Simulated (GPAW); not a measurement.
# SrLi2SnS4 (I-42m): G0W0 on several meshes in GPAW

Wanted: mesh dependence and cost of G0W0 for SrLi2SnS4 (I-42m).

Main program and level: GPAW 26.7.0; PBE and many-body steps on it, plane waves.

## (1) Starting point

Symmetry: I-42m, No. 121, tetragonal system. Conventional cell: a = 6.659 Å, b = 6.659 Å, c = 7.918 Å, α = 90.00°, β = 90.00°, γ = 90.00°. Nearest to Li lie 4 S at 2.47 Å. Nearest to Sr lie 8 S at 3.08 to 3.25 Å. Nearest to Sn lie 4 S at 2.37 Å. Nearest to S lie 1 Sn at 2.37 Å and 2 Li at 2.47 Å and 2 Sr at 3.08 to 3.25 Å. Farther neighbours and most contacts between anions are not listed.

Structure file:

```cif
data_structure
_symmetry_space_group_name_H-M 'I-42m'
_symmetry_Int_Tables_number 121
_cell_length_a 6.6590
_cell_length_b 6.6590
_cell_length_c 7.9180
_cell_angle_alpha 90.000
_cell_angle_beta 90.000
_cell_angle_gamma 90.000
_cell_volume 351.10
loop_
_atom_site_label
_atom_site_type_symbol
_atom_site_symmetry_multiplicity
_atom_site_Wyckoff_symbol
_atom_site_fract_x
_atom_site_fract_y
_atom_site_fract_z
_atom_site_occupancy
Li1 Li 4 d 0.50000 0.00000 0.25000 1
Sr1 Sr 2 b 0.00000 0.00000 0.50000 1
Sn1 Sn 2 a 0.00000 0.00000 0.00000 1
S1 S 8 i 0.20660 0.20660 0.82866 1
```

The cell and positions come from the Crystallography Open Database and are kept as given unless a step says otherwise.

## (2) Empty states on the mesh, 2×2×2 mesh, 408 bands

This step: GPAW 26.7.0; DFT, PBE, plane waves, PAW.

The sums over transitions need many empty states on a uniform mesh; this step solves for them.

Input file run.py:

```python
import json
import numpy as np
from gpaw.mpi import world
from gpaw import GPAW

calc = GPAW('gs.gpw').fixed_density(kpts={'size': (2, 2, 2), 'gamma': True},
    nbands=476,
    convergence={'bands': 408},
    txt='nscf.txt')
calc.write('full.gpw', mode='all')
res = {}
kpts = calc.get_ibz_k_points()
res['kpts'] = kpts
res['eigenvalues'] = [calc.get_eigenvalues(kpt=k) for k in range(len(kpts))]
res['n_electrons'] = calc.get_number_of_electrons()

if world.rank == 0:
    with open('result.json', 'w') as f:
        json.dump(res, f, default=lambda x: x.tolist())
```

Started as:

```
$ mpirun -n 4 gpaw python run.py
```

Numbers of over 12 decimals in the logs are rounded to 6 here.

The log of the run:

```text
Diagonalizing LCAO Hamiltonian
Converting LCAO to pw mode
convergence criteria:
- Maximum integral of absolute [eigenst]ate change: 4e-08 eV^2 / valence electron
maximum number of iterations: 100

SCF iterations
|iter     |     time |      energy | eigst |  dens |
|iter:   1|  |             | +4.59 |       |
|iter:   2|  |             | +3.42 |       |
|iter:   3|  |             | +2.35 |       |
[...]
|iter:  16|  |             | -7.16 |       |
|iter:  17|  |             | -7.35 |       |
|iter:  18|  |             | -7.67c|       |
SCF steps: 18
  __  _  _
 | _ |_)|_||  |
 |__||  | ||/\| - 26.7.0

Input parameters:
  mode=PW(ecut=600.0),
  convergence={'bands': 408},
  gpts=array([35, 35, 35]),
  kpts=MonkhorstPack(size=(2, 2, 2), gamma=True),
  maxiter=100,
  nbands=476,
  occupations=Occupations(name='fermi-dirac', width=0.001, fixmagmom=False),
  parallel={},
  xc=XC(name='PBE')
# Writing to full.gpw (mode='all')
  [... matrices ...]

timing:  # [seconds]
  Total: 0.096  # ━━━━━━━━━━━━━━━━━━━━━━━━━━━━━━━━━━━━━━━━━━━━━━━━━━━━━━━━━━━
```

The job ended after 2.9 min (4 MPI ranks of Arm Neoverse V2, shared host; peak memory 1.7 GiB).

This step gave:

```
gap                                                           : 2.682 eV
k of the valence top                                          : 0.5, 0.5, 0.5
k of the conduction bottom                                    : 0.5, 0.5, 0.5
least direct gap                                              : 2.682 eV
k points computed                                             : 4
lowest point of the top converged band, above the valence top : 88.0679 eV
```

On this mesh the gap is 2.682 eV.

## (3) 2×2×2

G0W0 replaces the xc potential by the self-energy, built once from these orbitals. Only a window of levels is corrected, while the sums run over the empty bands that the input names.

This step: G0W0 on PBE, plane waves, PAW.

Input file run.py:

```python
import json
import numpy as np
from gpaw.mpi import world
from gpaw.response.g0w0 import G0W0

gw = G0W0('full.gpw',
    filename='gw',
    kpts=[0, 3],
    bands=(23, 27),
    ecut=30,
    nbands=65,
    integrate_gamma='WS',
    ppa=True)
gw.calculate()
res = {mode: {k: v for k, v in r.items() if k != 'sigma_eskwn'}
       for mode, r in gw.all_results.items()}

if world.rank == 0:
    with open('result.json', 'w') as f:
        json.dump(res, f, default=lambda x: x.tolist())
```

Started as:

```
$ mpirun -n 4 gpaw python run.py
```

The log of the run:

```text
Using integrator: PointIntegrator
FrequencyGridDescriptor(from 0.000+0.000j to 0.000+27.211j eV, 2 points)
Nonperiodic BCs:  [False False False]
Using integrator: PointIntegrator
FrequencyGridDescriptor(from 0.000+0.000j to 0.000+27.211j eV, 2 points)
Nonperiodic BCs:  [False False False]
  ___  _ _ _
 |   || | | |
 | | || | | |
 |__ ||_____|
 |___|

BZ k-points: Symmetries present (total): 8

  [... matrices ...]
8 k-points: 2 x 2 x 2 Monkhorst-Pack grid + [1/4,1/4,1/4]
4 k-points in the irreducible part of the Brillouin zone
       k-points in crystal coordinates                weights
   0:     0.00000000    0.00000000    0.00000000          1/8
   1:     0.50000000    0.00000000    0.50000000          4/8
   2:     0.50000000    0.50000000    0.00000000          2/8
   3:     0.50000000    0.50000000    0.50000000          1/8

Distributing spins, k-points and bands (1 x 2 x 4) over 4 processes
Number of blocks: 1

Quasi particle states:
k-points (IBZ indices): [0, 3]
Band range: (23, 27)
  [... matrices ...]
Computational parameters:
Plane wave cut-off: 30 eV
Number of bands: 65
Coulomb cutoff: None
Broadening: 0.1 eV

fxc modes: GW
Kernel: RPA
Using Godby-Needs plasmon-pole approximation:
  Fitting energy: i*E0, E0 = 1.000 Hartree
Summing all q:

Calculating screened Coulomb potential
No Coulomb truncation
FrequencyGridDescriptor(from 0.000+0.000j to 0.000+27.211j eV, 2 points)
Removing empty qpoint cache files...

Calculating chi0 body with:
    Ground state adapter containing:
    Number of spins: 1
    Number of kpoints: 8
    Number of irreducible kpoints: 4
    Number of completely occupied states: 25
    Number of partially occupied states: 25
    Occupied states memory: 16.355515 M / cpu

    Linear response parametrization:
    q_c: [0.0, 0.0, 0.0]
    Number of frequency points: 2
    Planewave cutoff: 30.0
    Number of bands: 65
    Number of planewaves: 63
    Broadening (eta): 1e-06
    comm.size: 4
    kncomm.size: 4
    blockcomm.size: 1

    Memory estimate of potentially large arrays:
        chi0_wGG: 0.121124 M / cpu
Integrating chi0 body.

Symmetries of q_c:
    Direct symmetries (Uq -> q): 8
    Indirect symmetries (TUq -> q): 8
In total 16 allowed symmetries.

  [... matrices ...]
4 groups of equivalent kpoints. 50.0% reduction.

Integral kind: response function
Integrating chi0 head and wings.

Symmetries of q_c:
    Direct symmetries (Uq -> q): 8
    Indirect symmetries (TUq -> q): 8
In total 16 allowed symmetries.

  [... matrices ...]
4 groups of equivalent kpoints. 50.0% reduction.

Integral kind: response function wings

Calculating chi0 body with:
    Ground state adapter containing:
    Number of spins: 1
    Number of kpoints: 8
    Number of irreducible kpoints: 4
    Number of completely occupied states: 25
    Number of partially occupied states: 25
    Occupied states memory: 16.355515 M / cpu

    Linear response parametrization:
[... the further q-points ...]

Results:
f:      Occupation numbers
eps:     KS-eigenvalues [eV]
vxc:     KS vxc [eV]
exx:     Exact exchange [eV]
sigma:   Self-energies [eV]
dsigma:  Self-energy derivatives
Z:       Renormalization factors
qp:      QP-energies [eV]

k-point 0 (0): (0.000, 0.000, 0.000)                GW
band       f     eps     vxc     exx   sigma  dsigma       Z      qp
                                                                   GW
  23   1.000   3.175 -15.254 -18.151   2.877  -0.254   0.798   3.159
  24   1.000   3.175 -15.254 -18.151   2.877  -0.254   0.798   3.159
  25   0.000   6.245 -13.781  -9.458  -2.525  -0.214   0.824   7.727
  26   0.000   7.500  -9.951  -5.768  -2.697  -0.199   0.834   8.739

k-point 1 (3): (0.500, 0.500, 0.500)                GW
band       f     eps     vxc     exx   sigma  dsigma       Z      qp
                                                                   GW
  23   1.000   3.075 -14.617 -17.722   2.992  -0.259   0.794   2.985
  24   1.000   3.555 -15.047 -18.074   2.994  -0.255   0.797   3.529
  25   0.000   6.237 -12.946  -8.577  -2.397  -0.207   0.829   7.871
  26   0.000   7.712 -11.349  -7.056  -2.666  -0.204   0.830   9.064
```

Wall time 11 s (4 MPI ranks); peak memory 1.8 GiB.

This step gave:

* G0W0 gap on the points computed: 4.198 eV
* least direct G0W0 gap on the computed points: 4.342 eV
* Z at the valence top: 0.7968
* Z at the conduction bottom: 0.8239
* starting gap on the mesh: 2.682 eV
* k of the valence top: 0.5, 0.5, 0.5
* k of the conduction bottom: 0, 0, 0

The gap on the mesh goes from 2.68 eV to 4.20 eV, a correction of +1.52 eV.

## (4) Empty states on the mesh, 4×4×4 mesh, 75 bands

This step: DFT, PBE, plane waves, PAW.

Input file run.py:

```python
import json
import numpy as np
from gpaw.mpi import world
from gpaw import GPAW

calc = GPAW('gs.gpw').fixed_density(kpts={'size': (4, 4, 4), 'gamma': True},
    nbands=87,
    convergence={'bands': 75},
    txt='nscf.txt')
calc.write('full.gpw', mode='all')
res = {}
kpts = calc.get_ibz_k_points()
res['kpts'] = kpts
res['eigenvalues'] = [calc.get_eigenvalues(kpt=k) for k in range(len(kpts))]
res['n_electrons'] = calc.get_number_of_electrons()

if world.rank == 0:
    with open('result.json', 'w') as f:
        json.dump(res, f, default=lambda x: x.tolist())
```

Started as:

```
$ mpirun -n 4 gpaw python run.py
```

The log of the run:

```text
Diagonalizing LCAO Hamiltonian
Converting LCAO to pw mode
convergence criteria:
- Maximum integral of absolute [eigenst]ate change: 4e-08 eV^2 / valence electron
maximum number of iterations: 100

SCF iterations
|iter     |     time |      energy | eigst |  dens |
|iter:   1|  |             | +3.44 |       |
|iter:   2|  |             | +2.14 |       |
|iter:   3|  |             | +1.19 |       |
[...]
|iter:  12|  |             | -6.38 |       |
|iter:  13|  |             | -7.15 |       |
|iter:  14|  |             | -7.43c|       |
SCF steps: 14
  __  _  _
 | _ |_)|_||  |
 |__||  | ||/\| - 26.7.0

Input parameters:
  mode=PW(ecut=600.0),
  convergence={'bands': 75},
  gpts=array([35, 35, 35]),
  kpts=MonkhorstPack(size=(4, 4, 4), gamma=True),
  maxiter=100,
  nbands=87,
  occupations=Occupations(name='fermi-dirac', width=0.001, fixmagmom=False),
  parallel={},
  xc=XC(name='PBE')
# Writing to full.gpw (mode='all')
  [... matrices ...]

timing:  # [seconds]
  Total: 0.057  # ━━━━━━━━━━━━━━━━━━━━━━━━━━━━━━━━━━━━━━━━━━━━━━━━━━━━━━━━━━━
```

Run time: 54 s. Hardware: 4 MPI ranks; peak memory 1.2 GiB.

Numbers from this step:

- gap: 2.682 eV
- k of the valence top: 0.5, 0.5, 0.5
- k of the conduction bottom: 0.5, 0.5, 0.5
- least direct gap: 2.682 eV
- k points computed: 13
- lowest point of the top converged band, above the valence top: 19.32 eV

On this mesh the gap is 2.682 eV.

## (5) 4×4×4

This step: G0W0 on PBE, plane waves, PAW.

Input file run.py:

```python
import json
import numpy as np
from gpaw.mpi import world
from gpaw.response.g0w0 import G0W0

gw = G0W0('full.gpw',
    filename='gw',
    kpts=[0, 12],
    bands=(23, 27),
    ecut=30,
    nbands=65,
    integrate_gamma='WS',
    ppa=True)
gw.calculate()
res = {mode: {k: v for k, v in r.items() if k != 'sigma_eskwn'}
       for mode, r in gw.all_results.items()}

if world.rank == 0:
    with open('result.json', 'w') as f:
        json.dump(res, f, default=lambda x: x.tolist())
```

Started as:

```
$ mpirun -n 4 gpaw python run.py
```

The log of the run:

```text
Using integrator: PointIntegrator
FrequencyGridDescriptor(from 0.000+0.000j to 0.000+27.211j eV, 2 points)
Nonperiodic BCs:  [False False False]
Using integrator: PointIntegrator
FrequencyGridDescriptor(from 0.000+0.000j to 0.000+27.211j eV, 2 points)
Nonperiodic BCs:  [False False False]
  ___  _ _ _
 |   || | | |
 | | || | | |
 |__ ||_____|
 |___|

BZ k-points: Symmetries present (total): 8

  [... matrices ...]
64 k-points: 4 x 4 x 4 Monkhorst-Pack grid + [1/8,1/8,1/8]
13 k-points in the irreducible part of the Brillouin zone
       k-points in crystal coordinates                weights
   0:     0.00000000    0.00000000    0.00000000          1/64
   1:     0.25000000   -0.25000000    0.00000000          4/64
   2:     0.25000000   -0.25000000    0.25000000          4/64
[...]
9:     0.50000000    0.25000000    0.50000000          8/64
          ...
  12:     0.50000000    0.50000000    0.50000000          1/64

Distributing spins, k-points and bands (1 x 2 x 4) over 4 processes
Number of blocks: 1

Quasi particle states:
k-points (IBZ indices): [0, 12]
Band range: (23, 27)
  [... matrices ...]
Computational parameters:
Plane wave cut-off: 30 eV
Number of bands: 65
Coulomb cutoff: None
Broadening: 0.1 eV

fxc modes: GW
Kernel: RPA
Using Godby-Needs plasmon-pole approximation:
  Fitting energy: i*E0, E0 = 1.000 Hartree
Summing all q:

Calculating screened Coulomb potential
No Coulomb truncation
FrequencyGridDescriptor(from 0.000+0.000j to 0.000+27.211j eV, 2 points)
Removing empty qpoint cache files...

Calculating chi0 body with:
    Ground state adapter containing:
    Number of spins: 1
    Number of kpoints: 64
    Number of irreducible kpoints: 13
    Number of completely occupied states: 25
    Number of partially occupied states: 25
[...]
q_c: [0.0, 0.0, 0.0]
    Number of frequency points: 2
    Planewave cutoff: 30.0
    Number of bands: 65
    Number of planewaves: 63
    Broadening (eta): 1e-06
    comm.size: 4
    kncomm.size: 4
    blockcomm.size: 1

    Memory estimate of potentially large arrays:
        chi0_wGG: 0.121124 M / cpu
Integrating chi0 body.

Symmetries of q_c:
    Direct symmetries (Uq -> q): 8
    Indirect symmetries (TUq -> q): 8
In total 16 allowed symmetries.

  [... matrices ...]
13 groups of equivalent kpoints. 79.6875% reduction.

Integral kind: response function
Integrating chi0 head and wings.

Symmetries of q_c:
    Direct symmetries (Uq -> q): 8
    Indirect symmetries (TUq -> q): 8
In total 16 allowed symmetries.

  [... matrices ...]
13 groups of equivalent kpoints. 79.6875% reduction.

Integral kind: response function wings

Calculating chi0 body with:
    Ground state adapter containing:
    Number of spins: 1
    Number of kpoints: 64
    Number of irreducible kpoints: 13
    Number of completely occupied states: 25
    Number of partially occupied states: 25
    Occupied states memory: 16.355515 M / cpu

[... the further q-points ...]

Results:
f:      Occupation numbers
eps:     KS-eigenvalues [eV]
vxc:     KS vxc [eV]
exx:     Exact exchange [eV]
sigma:   Self-energies [eV]
dsigma:  Self-energy derivatives
Z:       Renormalization factors
qp:      QP-energies [eV]

k-point 0 (0): (0.000, 0.000, 0.000)                GW
band       f     eps     vxc     exx   sigma  dsigma       Z      qp
                                                                   GW
  23   1.000   3.175 -15.254 -18.124   2.835  -0.251   0.799   3.147
  24   1.000   3.175 -15.254 -18.124   2.835  -0.251   0.799   3.147
  25   0.000   6.245 -13.781  -9.575  -2.414  -0.210   0.826   7.726
[...]
k-point 1 (12): (0.500, 0.500, 0.500)                GW
band       f     eps     vxc     exx   sigma  dsigma       Z      qp
                                                                   GW
[...]
25   0.000   6.237 -12.946  -8.612  -2.337  -0.204   0.831   7.897
  26   0.000   7.712 -11.349  -7.096  -2.617  -0.202   0.832   9.074
```

It took 93 s on 4 MPI ranks; peak memory 2.7 GiB; 6.2 min of CPU time.

Numbers from this step:

| Property | Result |
| --- | --- |
| G0W0 gap on the points computed | 4.216 eV |
| least direct G0W0 gap on the computed points | 4.387 eV |
| Z at the valence top | 0.7981 |
| Z at the conduction bottom | 0.8262 |
| starting gap on the mesh | 2.682 eV |
| k of the valence top | 0.5, 0.5, 0.5 |
| k of the conduction bottom | 0, 0, 0 |

Against G0W0 in GPAW (2×2×2 mesh, 65 bands, screening to 30 eV, Godby-Needs plasmon pole), the gap moves by +0.018 eV.

## (6) The runs together

Times are wall times on 4 MPI ranks of Arm Neoverse V2, shared host, good to a factor of about two.

```tsv
run	mesh	bands	screening cutoff (eV)	DFT gap (eV)	gap on the mesh (eV)	direct (eV)	time
2×2×2	2×2×2	65	30	2.682	4.198	4.342	11 s
4×4×4	4×4×4	65	30	2.682	4.216	4.387	93 s
```

## (7) Outcome

- 2×2×2: 4.198 eV
- 4×4×4: 4.216 eV
- known limits: not at the basis limit; no spin-orbit coupling; coarse k mesh

What this shows: 4×4×4: +0.018 eV against 2×2×2. Bands and cutoff are finite, so the gap is not at the basis limit. The miss can reach some tenths of an eV and take either sign; the mesh is an error of its own. These stock PAW sets were not made for GW. In the G0W0 runs levels were corrected at 2 k points alone, so a gap called «on the mesh» is the least over those, and an edge elsewhere would be missed. The 2×2×2 mesh is coarse for this cell, which bears on the long-range parts of exchange and screening. Mesh or cutoff lie under what a gap needs, so these runs test behaviour and cost; their gaps are not to be quoted. The many-body steps are scalar-relativistic: spin-orbit coupling is not in them.

[Paths, hosts, dates, memory and timing lines, banners, echoed tables and standing remarks are left out of the program output.]

[Logs are printed without paths, hosts, clocks, repeated set-up lines and the standing remarks that a program may print on its own settings, such as how far it seeks lower states.]

[Runs of the session that timed out or met a known fault of the program may be left out.]

[Hosts, paths, dates, database ids (printed as entryN), source tags and the programs' standing remarks are cut or masked in the printed files.]
